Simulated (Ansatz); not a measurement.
# The potential step between two gates: 2H-MoSSe 3 layers, 2H (AA')

Two oppositely charged gates put a neutral stack in a displacement field D. The voltage between them is D/ε₀ times an electrical distance, shorter than the real one because the stack screens.

Set-up. Ansatz 0.2.0, plane waves with PAW datasets (its set soft_2), PBEsol-D3(BJ); isolated slab, charged sheets 6 Å from the outer atoms behind model barriers, atoms held. Voltages count from the uncharged case.

| run | D/ε₀ (V/nm) | step in an electron's potential, upper less lower gate (eV) |
| --- | --- | --- |
| run 1 | 0.000 | 0.000 |
| run 2 | 0.543 | 0.589 |
| run 3 | 1.086 | 1.169 |
| run 4 | 2.171 | 2.302 |
| run 5 | 4.343 | ? |

Q: Estimate the withheld value from the rows shown.

A least-squares line through the 4 rows shown has slope 1.0592 and intercept 0.0088; no row lies more than 0.010 eV off it. The size of the slope, 1.059 nm, is the electrical distance; the sheets are 2.727 nm apart, and screening reaches beyond the outer atoms. At 4.343 it gives 1.0592 × 4.343 + 0.0088 = 4.609 eV, beyond the rows fitted. Rounding and scatter of the rows alone allow about ±0.031 eV there.

The run itself gives 4.506 eV: a miss of −0.103 eV, or 2.3 % of the value. Screening changes with the field.

**Limits.** The gates are model sheets, not atoms.
